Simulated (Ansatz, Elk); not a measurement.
# Bonding as seen by X-rays: MgZn2C2

Structure refinements treat a crystal as free atoms side by side. For a made-up structure of MgZn2C2 (cell and positions from a PBEsol relaxation) the runs below show what the calculated density changes in F(hkl).

Calculated with Elk 11.2.3 (patched build); DFT, PBE, all-electron APW+lo, Dirac cores, scalar-relativistic bands, static density, no spin.

The structure was built from a prototype and need not be the compound's stable phase.

### 1. Starting point

The structure is trigonal, space group P-3m1 (No. 164). Conventional cell: a = 3.458 Å, b = 3.458 Å, c = 5.531 Å, α = 90.00°, β = 90.00°, γ = 120.00°. Zn has 4 C at 2.06 to 2.21 Å nearest. Mg has 6 C at 2.45 Å nearest. Nearest to C lie 4 Zn at 2.06 to 2.21 Å and 3 Mg at 2.45 Å. Farther neighbours are not listed.

As a file:

```cif
data_structure
_symmetry_space_group_name_H-M 'P 1'
_symmetry_Int_Tables_number 1
_cell_length_a 3.4581
_cell_length_b 3.4581
_cell_length_c 5.5313
_cell_angle_alpha 90.000
_cell_angle_beta 90.000
_cell_angle_gamma 120.000
_cell_volume 57.29
loop_
_atom_site_label
_atom_site_type_symbol
_atom_site_fract_x
_atom_site_fract_y
_atom_site_fract_z
_atom_site_occupancy
Zn1 Zn 0.33333 0.66667 0.65505 1
Zn2 Zn 0.66667 0.33333 0.34495 1
Mg3 Mg 0.00000 0.00000 0.00000 1
C4 C 0.33333 0.66667 0.25620 1
C5 C 0.66667 0.33333 0.74380 1
```

### 2. Ground state and structure factors

An all-electron density is needed, since X-rays see the cores too. Task 0 finds the density and task 195 Fourier-transforms it; tshift is off so that phases refer to the origin typed.

The input, elk.in:

```
tasks
  0
  195

xctype
  20

spinpol
  .false.

rgkmax
  7.0

gmaxvr
  14.0

lmaxo
  7

lmaxapw
  8

swidth
  0.002

tshift
  .false.

ramdisk
  .false.

hmaxvr
  5.5

maxscl
  120

epspot
  1e-06

sppath
  './'

avec
  6.53495253859 -0.00000000000 -0.00000000000
  -3.26747626930 5.65943491094 0.00000000000
  -0.00000000000 -0.00000000000 10.45267700335

atoms
  3
  'Zn.in'
  2
  0.3333333333 0.6666666667 0.6550525706   0.000000 0.000000 0.000000
  0.6666666667 0.3333333333 0.3449474294   0.000000 0.000000 0.000000
  'Mg.in'
  1
  0.0000000000 -0.0000000000 -0.0000000000   0.000000 0.000000 0.000000
  'C.in'
  2
  0.3333333333 0.6666666667 0.2561950280   0.000000 0.000000 0.000000
  0.6666666667 0.3333333333 0.7438049720   0.000000 0.000000 0.000000

ngridk
  7 7 4
```

The run is started by

```console
> OMP_NUM_THREADS=4 elk
```

Numbers of over 12 decimals in the logs are rounded to 6 here.

The log of the run:

```text
┌─────────────────────────┐
│ Elk code version 11.2.3 │
└─────────────────────────┘

All units are atomic (Hartree, Bohr, etc.)

┌─────────────────────────────────────────────────┐
│ Ground-state run starting from atomic densities │
└─────────────────────────────────────────────────┘

Lattice vectors :
   6.534952539      -0.000000000      -0.000000000
  -3.267476269       5.659434911       0.000000000
  -0.000000000      -0.000000000       10.45267700

Reciprocal lattice vectors :
  0.9614737475      0.5551071270       0.000000000
   0.000000000       1.110214254       0.000000000
   0.000000000       0.000000000      0.6011077646

Unit cell volume      :    386.5832544
Brillouin zone volume :   0.6416475898

Muffin-tin inner radius fraction :   0.1000000000E-01

Nuclei treated as point charges

Species : 1 (Zn)
 parameters loaded from : Zn.in
 name : zinc
 nuclear charge    :   -30.00000000
 electronic charge :    30.00000000
 atomic mass :    119233.3130
 muffin-tin radius :    2.191620083
 number of radial points in muffin-tin :    993
 inner part over the whole radius :   0.9952741229E-02
 number on inner part of muffin-tin    :    700
 approximate nuclear radius :   0.7484757725E-04
 number of mesh points to nuclear radius :    339
 atomic positions (lattice), magnetic fields (Cartesian) :
  1 :   0.33333333 -0.33333333 -0.34494743    0.00000000  0.00000000  0.00000000
  2 :  -0.33333333  0.33333333  0.34494743    0.00000000  0.00000000  0.00000000

Species : 2 (Mg)
 parameters loaded from : Mg.in
 name : magnesium
 nuclear charge    :   -12.00000000
 electronic charge :    12.00000000
 atomic mass :    44305.30466
 muffin-tin radius :    2.200000000
 number of radial points in muffin-tin :    793
 inner part over the whole radius :   0.9941530515E-02
 number on inner part of muffin-tin    :    552
 approximate nuclear radius :   0.5710277704E-04
 number of mesh points to nuclear radius :    241
 atomic positions (lattice), magnetic fields (Cartesian) :
  1 :   0.00000000  0.00000000  0.00000000    0.00000000  0.00000000  0.00000000

Species : 3 (C)
 parameters loaded from : C.in
 name : carbon
 nuclear charge    :   -6.000000000
 electronic charge :    6.000000000
 atomic mass :    21894.16674
 muffin-tin radius :    1.643715062
 number of radial points in muffin-tin :    593
 inner part over the whole radius :   0.9956225428E-02
 number on inner part of muffin-tin    :    405
 approximate nuclear radius :   0.4747601631E-04
 number of mesh points to nuclear radius :    167
 atomic positions (lattice), magnetic fields (Cartesian) :
  1 :   0.33333333 -0.33333333  0.25619503    0.00000000  0.00000000  0.00000000
  2 :  -0.33333333  0.33333333 -0.25619503    0.00000000  0.00000000  0.00000000

Total number of atoms per unit cell :    5
Total muffin-tin volume :    169.9959729
 ratio of muffin-tin to unit cell volume :   0.4397396186

Spin treatment :
 spin-unpolarised

Number of Bravais lattice symmetries :   24
Number of crystal symmetries         :   12
Crystal has inversion symmetry
Real symmetric eigensolver will be used

k-point grid :      7     7     4
k-point offset :    0.000000000       0.000000000       0.000000000
k-point set is reduced with full crystal symmetry group
Total number of k-points :       28

Muffin-tin radius times maximum |G+k| :    7.000000000
 using average radius
Maximum |G+k| for APW functions       :    3.545858485
Maximum (1/2)|G+k|²                   :    6.286556197
Maximum |G| for potential and density :    14.00000000
Constant for pseudocharge density :    8
 order of it for each species :   15  15  15
 order of it for pair densities of each species (exact exchange by exxq0 0: 16) :   12  12   5
Radial integration step length :    1

G-vector grid sizes :     30    30    48
Number of G-vectors :    18017

Maximum angular momentum used for
 APW functions            :    8
 outer part of muffin-tin :    7
 inner part of muffin-tin :    2

Total nuclear charge    :   -84.00000000
[...]
correlation                 :     -3.764000
 electron entropic           :    -0.14071562836649E-02
 total energy                :     -3869.7402414306

Density of states at Fermi energy :    105.6362536
 (states/Hartree/unit cell)

Estimated indirect band gap :   0.1259632793E-02
 from k-point 28 to k-point 17
Estimated direct band gap   :   0.6668189814E-02
 at k-point 22

Charges :
 core                        :    30.00000000
 valence                     :    54.00000000
 interstitial                :    6.581395255
 muffin-tins (core leakage)
  species : 1 (Zn)
   atom 1                    :    28.30476624     (  0.2981029044E-03)
[...]
species : 2 (Mg)
[...]
species : 3 (C)
[...]
total in muffin-tins        :    77.41860474
 total calculated charge     :    83.99871079
 total charge                :    84.00000000
 error                       :   0.1289213013E-02

RMS change in Kohn-Sham potential (target) :    2.003814692     (  0.1000000000E-05)
Absolute change in total energy (target)   :   0.7417984729     (  0.1000000000E-03)

[... loops 3 to 15 left out ...]

┌──────────────────┐
│ Loop number : 16 │
└──────────────────┘

Energies :
 Fermi                       :     0.238474
 sum of occupied eigenvalues :     -2197.3845682208
 electron kinetic            :      3934.5823071055
 core electron kinetic       :      3430.1571899551
 Coulomb                     :     -7632.6247616034
 Coulomb potential           :     -5910.5298031335
 nuclear-nuclear             :     -563.01322088687
 electron-nuclear            :     -8243.8523943517
 Hartree                     :      1174.2408536351
 Madelung                    :     -4677.3598600367
 xc potential                :     -221.43707219283
 exchange                    :     -166.78287672550
 correlation                 :     -3.792270
 electron entropic           :    -0.10385917455698E-02
 total energy                :     -3868.6186396443

Density of states at Fermi energy :    78.09859938
 (states/Hartree/unit cell)

Estimated indirect band gap :   0.1546333497E-02
 from k-point 25 to k-point 22
Estimated direct band gap   :   0.5286836124E-02
 at k-point 22

Charges :
 core                        :    30.00000000
 valence                     :    54.00000000
 interstitial                :    6.638675468
 muffin-tins (core leakage)
  species : 1 (Zn)
[...]
species : 2 (Mg)
[...]
species : 3 (C)
[...]
total in muffin-tins        :    77.36132453
 total calculated charge     :    83.99889829
 total charge                :    84.00000000
 error                       :   0.1101705074E-02

RMS change in Kohn-Sham potential (target) :   0.4316151199E-06 (  0.1000000000E-05)
Absolute change in total energy (target)   :   0.2282962987E-04 (  0.1000000000E-03)

Convergence targets achieved

┌──────────────────┐
│ Loop number : 17 │
└──────────────────┘

Energies :
 Fermi                       :     0.238474
 sum of occupied eigenvalues :     -2197.3845610495
 electron kinetic            :      3934.5823020706
 core electron kinetic       :      3430.1571933405
 Coulomb                     :     -7632.6247479463
 Coulomb potential           :     -5910.5298072366
 nuclear-nuclear             :     -563.01322088687
 electron-nuclear            :     -8243.8523630054
 Hartree                     :      1174.2408359460
 Madelung                    :     -4677.3598443280
 xc potential                :     -221.43705588350
 exchange                    :     -166.78287592770
 correlation                 :     -3.792270
 electron entropic           :    -0.10385920160535E-02
 total energy                :     -3868.6186302104

Density of states at Fermi energy :    78.09861734
 (states/Hartree/unit cell)

Estimated indirect band gap :   0.1546339118E-02
 from k-point 25 to k-point 22
Estimated direct band gap   :   0.5286841727E-02
 at k-point 22

Charges :
 core                        :    30.00000000
 valence                     :    54.00000000
 interstitial                :    6.638675615
 muffin-tins (core leakage)
  species : 1 (Zn)
[...]
species : 2 (Mg)
   atom 1                    :    10.52390265     ( -0.9828258873E-07)
  species : 3 (C)
   atom 1                    :    4.693825830     (  0.1404966916E-04)
   atom 2                    :    4.693825830     (  0.1404966916E-04)
 total in muffin-tins        :    77.36132438
 total calculated charge     :    83.99889829
 total charge                :    84.00000000
 error                       :   0.1101705092E-02

┌──────────────────────────────┐
│ Self-consistent loop stopped │
└──────────────────────────────┘

Warning : core states of species 1 leak from the muffin-tin :   0.2795800092E-03

Wrote STATE.OUT
```

Elapsed: 20 s, on 4 threads of Arm Neoverse V2, shared host; peak memory 0.16 GiB.

SFACRHO.OUT:

```text

h k l indices transformed by vhmat matrix:
   1.000000000       0.000000000       0.000000000    
   0.000000000       1.000000000       0.000000000    
   0.000000000       0.000000000       1.000000000    

      h      k      l  multipl.   |H|            Re(F)            Im(F)           |F|

      0      0      0      1   0.0000000       83.999999     -0.52229926E-16   83.999999    
      0      0     -1      2  0.60110776      -21.398733      0.33530752E-15   21.398733    
     -1      1      0      6   1.1102143      -20.531276      0.33530752E-15   20.531276    
      0      0      2      2   1.2022155      -17.623540      0.13621868E-14   17.623540    
      1     -1      1      6   1.2625000      -5.5508688     -0.20118451E-14   5.5508688    
      1     -1     -1      6   1.2625000       51.039258     -0.16765376E-15   51.039258    
      1     -1      2      6   1.6364284       55.143840      0.67061505E-15   55.143840    
      1      0      2      6   1.6364284      -16.255484      0.67061505E-15   16.255484    
      0      0     -3      2   1.8033233       50.364026      0.67061505E-15   50.364026    
      2     -1      0      6   1.9229475       54.469104     -0.15669504E-15   54.469104    
     -1      2     -1     12   2.0147103      -15.774184      0.23471527E-14   15.774184    
      1     -1     -3      6   2.1176758     -0.93880685      0.18441914E-14  0.93880685    
      1     -1      3      6   2.1176758      -24.073060      0.38560365E-14   24.073060    
     -2      2      0      6   2.2204285      -14.543049      -0.0000000       14.543049    
      1     -2      2     12   2.2678292      -11.573659      0.37093395E-14   11.573659    
      2     -2     -1      6   2.3003550      -5.9251363      0.16765376E-14   5.9251363    
      2      0     -1      6   2.3003550       41.179113     -0.15088839E-13   41.179113    
      0      0      4      2   2.4044311      -16.091241     -0.21375855E-14   16.091241
```

Elk indexes on the primitive cell of elk.in and gives |H| = 4π sin θ/λ in inverse bohr. Below, one row stands for each form hkl of the conventional cell (m members, Friedel mates merged), F is for one primitive cell and the density is static (no thermal factor). Free-atom factors are Waasmaier and Kirfel's, and R is Σm||F|−|F'||/Σm|F|.

```tsv
hkl	m	sin θ/λ (Å⁻¹)	abs F, DFT	neutral atoms	diff.
001	2	0.090	21.399	21.483	-0.084
100	6	0.167	20.531	20.307	+0.224
002	2	0.181	17.623	17.051	+0.573
011	6	0.190	5.551	6.042	-0.491
101	6	0.190	51.039	51.785	-0.746
012	6	0.246	55.144	55.476	-0.332
102	6	0.246	16.256	16.573	-0.317
003	2	0.271	50.364	50.883	-0.519
110	6	0.289	54.469	54.959	-0.490
111	12	0.303	15.774	15.961	-0.187
103	6	0.319	0.939	1.051	-0.112
013	6	0.319	24.073	24.301	-0.228
200	6	0.334	14.543	14.813	-0.270
112	12	0.341	11.574	11.757	-0.183
201	6	0.346	5.925	5.938	-0.013
021	6	0.346	41.179	41.374	-0.195
004	2	0.362	16.091	16.299	-0.208
022	6	0.380	13.628	13.668	-0.040
202	6	0.380	43.697	43.921	-0.224
113	12	0.396	40.763	40.909	-0.146
014	6	0.398	3.250	3.210	+0.040
104	6	0.398	37.109	37.219	-0.111
```

### 3. The highest occupied states alone

An energy window below the Fermi level keeps the highest occupied states, to see at which angles they scatter; shallow core shells can lie inside it and anion s states outside. No new self-consistency is needed.

elk.in, as its differences from that of step 2:

```diff
@@ -1,3 +1,2 @@
 tasks
-  0
   195
@@ -40,2 +39,5 @@
 
+wsfac
+  -0.312770 0.538470
+
 sppath
```

The run is started by

```console
> OMP_NUM_THREADS=4 elk
```

The log of the run:

```text
┌─────────────────────────────────┐
│ Elk code version 11.2.3 started │
└─────────────────────────────────┘

Info(readinput): the functional depends on the density's gradient
 muffin-tin radial points multiplied by    2.00000
 (not where nrmtscf is given)

┌────────────────────┐
│ Current task : 195 │
└────────────────────┘
Info(checkmt): changed muffin-tin radius of species 1 (Zn) from   2.4000 to   2.1916
Info(checkmt): changed muffin-tin radius of species 3 (C) from   1.8000 to   1.6437

Info(sfacrho): density structure factors written to SFACRHO.OUT

 Energy window :  -0.3127700000      0.5384700000

┌──────────────────┐
│ Elk code stopped │
└──────────────────┘
```

Wall time 5.2 s (4 threads); peak memory 0.16 GiB.

States within 15 eV below the Fermi level hold 34.00 electrons; any levels below the window count with the cores. Their amplitudes can exceed the total, where window and core parts have opposite phase:

```tsv
hkl	sin θ/λ (Å⁻¹)	abs F, window	abs F, all
001	0.090	11.067	21.399
100	0.167	10.632	20.531
002	0.181	10.232	17.623
011	0.190	3.245	5.551
101	0.190	12.111	51.039
012	0.246	13.701	55.144
102	0.246	6.730	16.256
003	0.271	11.601	50.364
110	0.289	12.419	54.469
111	0.303	6.053	15.774
```

### 4. Another try

In this try the input is made faulty on purpose, to show what that does.

The input is changed as shown.

elk.in, as its differences from that of step 3:

```diff
@@ -1,2 +1,3 @@
 tasks
+  0
   195
@@ -39,5 +40,2 @@
 
-wsfac
-  -0.312770 0.538470
-
 sppath
@@ -64,3 +62,3 @@
 
-ngridk
+ngrid
   7 7 4
```

The run is started by

```console
> OMP_NUM_THREADS=4 elk
```

The log of the run:

```text
┌─────────────────────────────────┐
│ Elk code version 11.2.3 started │
└─────────────────────────────────┘

Error(readinput): invalid block name : ngrid
```

The job ended after 0.01 s (4 threads; peak memory 0.16 GiB).

The program refused the input before any cycle.

The program's message: “Error(readinput): invalid block name : ngrid”

A key was misspelt on purpose.

### 5. Another functional

The difference from free atoms is small, so it is set against the change that LDA (Perdew-Wang) makes.

elk.in, as its differences from that of step 4:

```diff
@@ -5,3 +5,3 @@
 xctype
-  20
+  3
 
@@ -62,3 +62,3 @@
 
-ngrid
+ngridk
   7 7 4
```

The run is started by

```console
> OMP_NUM_THREADS=4 elk
```

The log of the run:

```text
┌─────────────────────────┐
│ Elk code version 11.2.3 │
└─────────────────────────┘

All units are atomic (Hartree, Bohr, etc.)

┌─────────────────────────────────────────────────┐
│ Ground-state run starting from atomic densities │
└─────────────────────────────────────────────────┘

Lattice vectors :
   6.534952539      -0.000000000      -0.000000000
  -3.267476269       5.659434911       0.000000000
  -0.000000000      -0.000000000       10.45267700

Reciprocal lattice vectors :
  0.9614737475      0.5551071270       0.000000000
[...]
species : 1 (Zn)
[...]
species : 2 (Mg)
[...]
species : 3 (C)
   atom 1                    :    4.675586738     (  0.1128667150E-04)
   atom 2                    :    4.675586738     (  0.1128667150E-04)
 total in muffin-tins        :    77.37963431
 total calculated charge     :    83.99888039
 total charge                :    84.00000000
 error                       :   0.1119609164E-02

┌──────────────────────────────┐
│ Self-consistent loop stopped │
└──────────────────────────────┘

Warning : core states of species 1 leak from the muffin-tin :   0.2894613167E-03

Wrote STATE.OUT
[key lines of the parts left out:]
total energy                :     -3861.8909459791
```

Wall time 13 s (4 threads); peak memory 0.16 GiB.

Against the first run R = 0.07 %; the largest change is -0.058 at 021.

### 6. Basis size

The basis and the expansions that go with it are enlarged, to see whether the differences are converged.

elk.in, as its differences from that of step 5:

```diff
@@ -5,3 +5,3 @@
 xctype
-  3
+  20
 
@@ -11,12 +11,12 @@
 rgkmax
-  7.0
+  8.5
 
 gmaxvr
-  14.0
+  18.0
 
 lmaxo
-  7
+  9
 
 lmaxapw
-  8
+  10
```

The run is started by

```console
> OMP_NUM_THREADS=4 elk
```

The log of the run:

```text
┌─────────────────────────┐
│ Elk code version 11.2.3 │
└─────────────────────────┘

All units are atomic (Hartree, Bohr, etc.)

┌─────────────────────────────────────────────────┐
│ Ground-state run starting from atomic densities │
└─────────────────────────────────────────────────┘

Lattice vectors :
   6.534952539      -0.000000000      -0.000000000
  -3.267476269       5.659434911       0.000000000
  -0.000000000      -0.000000000       10.45267700

Reciprocal lattice vectors :
  0.9614737475      0.5551071270       0.000000000
[...]
species : 1 (Zn)
[...]
species : 2 (Mg)
[...]
species : 3 (C)
   atom 1                    :    4.698942382     (  0.1406198171E-04)
   atom 2                    :    4.698942382     (  0.1406198171E-04)
 total in muffin-tins        :    77.37793089
 total calculated charge     :    83.99949011
 total charge                :    84.00000000
 error                       :   0.5098919487E-03

┌──────────────────────────────┐
│ Self-consistent loop stopped │
└──────────────────────────────┘

Warning : core states of species 1 leak from the muffin-tin :   0.2796526233E-03

Wrote STATE.OUT
[key lines of the parts left out:]
total energy                :     -3868.6284016823
```

Elapsed: 50 s, on 4 threads; peak memory 0.28 GiB.

Against the first run R = 0.01 %; the largest change is +0.008 at 304.

### 7. Settings against the effect

```tsv
run	R against the first run (%)	R against neutral atoms, low angle (%)	wall time
PBE, rgkmax 7	0.00	1.29	20 s
LDA (Perdew-Wang)	0.07	1.28	13 s
rgkmax 8.5 with larger expansions	0.01	1.28	50 s
```

### 8. Summary of results

```json
{
  "R against neutral atoms, sin θ/λ < 0.3 Å⁻¹": "1.29 %",
  "R against neutral atoms, 0.3 to 0.81 Å⁻¹": "0.35 %"
}
```

Independent neutral atoms miss the calculated amplitudes by R = 1.29 % below 0.3 Å⁻¹ and 0.35 % from there to 0.81 Å⁻¹; by shells, 0.39 % below 0.15 Å⁻¹ (1 form), 1.31 % 0.15 to 0.3 (8 forms), 0.67 % 0.3 to 0.45 (16 forms), 0.30 % above 0.45 (104 forms). Bonding, aspherical density and the tables' own atoms all enter these figures, and the runs don't part them. The largest change of an amplitude is -0.75 electrons, at 101. The window's part falls from 34.0 electrons at the origin to at most 6.23 between 0.45 and 0.81 Å⁻¹, where compact states inside the window still scatter. Below 0.3 Å⁻¹ the changes that finished (LDA (Perdew-Wang) and rgkmax 8.5 with larger expansions) move F by R = 0.07 % at most, against the 1.29 % that separates it from free atoms. The k-mesh has no finished test. Part of the difference isn't bonding: the tables are fits to free atoms and ions calculated by other methods than this functional. Thermal motion, anomalous dispersion and extinction are left out.

[Logs are printed without paths, hosts, clocks, repeated set-up lines and the standing remarks that a program may print on its own settings, such as how far it seeks lower states.]

[Hosts, paths, dates, database ids (printed as entryN), source tags and the programs' standing remarks are cut or masked in the printed files.]
